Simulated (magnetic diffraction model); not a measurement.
# Which magnetic order? TmAsW

Space group I4_1md (no. 109), a = 4.1590 Å, c = 15.0260 Å.

```csv
site,atom,x,y,z
4a,W,1/2,1/2,0.9163
4a,Tm,0,0,0.0009
4a,As,1/2,1/2,0.0784
```

This is a made-up structure (elements placed in a structure type, unrelaxed), so the numbers test the method and describe no known phase.

Only Tm is taken to order (form factors of Tm3+); orders and moment sizes are assumed, and not adapted to the symmetry. Radiation: neutrons of λ = 4.2 Å, 8° to 80°; isotropic B of 0.2 Å² (W), 0.3 Å² (Tm) and 0.4 Å² (As). Simulated constant-wavelength pattern: nuclear and magnetic terms add, the magnetic one as |2.695 fm × Σ f S⊥ exp(2πi Q·r) exp(−B s²)|², summed over all Q at one angle with the factor 1/(sin²θ cos θ). For collinear order S is the moment m, which repeats by lattice and centring translations R with the sign exp(−2πi k·R). Free-ion form factors, Sears's scattering lengths of 1992, no absorption; a label names one of the reflections at its angle. The strongest nuclear line in the range is 100, and lines under 0.2 are left out.

Above the ordering temperature:

| 2θ (°) | index | I |
| --- | --- | --- |
| 63.19 | (1 0 1) | 100.0 |
| 67.98 | (0 0 4) | 41.4 |

Below it (cell unchanged):

| 2θ (°) | I |
| --- | --- |
| 30.37 | 3482.4 |
| 38.31 | 243.8 |
| 51.07 | 82.9 |
| 63.19 | 100.0 |
| 66.80 | 186.9 |
| 67.98 | 41.4 |
| 69.34 | 282.9 |
| 74.06 | 1330.7 |

**Question.** Check that the new lines index with k = (1/2 0 1/2), then choose among these models:
A. collinear moments along [001], 5.6 μB on Tm; signs + at (0, 0, 0.0009), + at (1/2, 0, 0.7509)
B. collinear moments along [001], 5.6 μB on Tm; signs + at (0, 0, 0.0009), − at (1/2, 0, 0.7509)
C. collinear moments along [111], 5.6 μB on Tm; signs + at (0, 0, 0.0009), − at (1/2, 0, 0.7509)
D. collinear moments along [111], 5.6 μB on Tm; signs + at (0, 0, 0.0009), + at (1/2, 0, 0.7509)

The new lines index as (1/2 0 1/2) at 30.37°, (1/2 0 -3/2) at 38.31°, (1/2 0 5/2) at 51.07° and (1/2 0 -7/2) at 66.80°, that is as H ± k with k = (1/2 0 1/2), one of 4 inequivalent arms of its star (k and −k counted as one), which a powder can't tell apart. Half indices mean that the moments reverse under translations with k·R a half-integer, and the magnetic cell has twice the primitive volume.

Magnetic intensity, observed (below minus above) and for each model:

| 2θ (°) | index | observed | A | B | C | D |
| --- | --- | --- | --- | --- | --- | --- |
| 30.37 | (1/2 0 1/2) | 3482.4 | 597.5 | 3482.4 | 2823.8 | 484.5 |
| 38.31 | (1/2 0 -3/2) | 243.8 | 1420.7 | 243.8 | 347.0 | 2022.7 |
| 51.07 | (1/2 0 5/2) | 82.9 | 483.1 | 82.9 | 43.4 | 253.0 |
| 66.80 | (1/2 0 -7/2) | 186.9 | 32.1 | 186.9 | 441.4 | 75.7 |
| 69.34 | (1/2 1 -1/2) | 282.9 | 1649.1 | 282.9 | 272.2 | 1586.7 |
| 74.06 | (1/2 1 3/2) | 1330.7 | 228.3 | 1330.7 | 1160.5 | 199.1 |

Model B matches.

The structure used: k = (1/2 0 1/2), collinear moments along [001], 5.6 μB on Tm; signs + at (0, 0, 0.0009), − at (1/2, 0, 0.7509).

[Logs are printed without paths, hosts, clocks, repeated set-up lines and the standing remarks that a program may print on its own settings, such as how far it seeks lower states.]
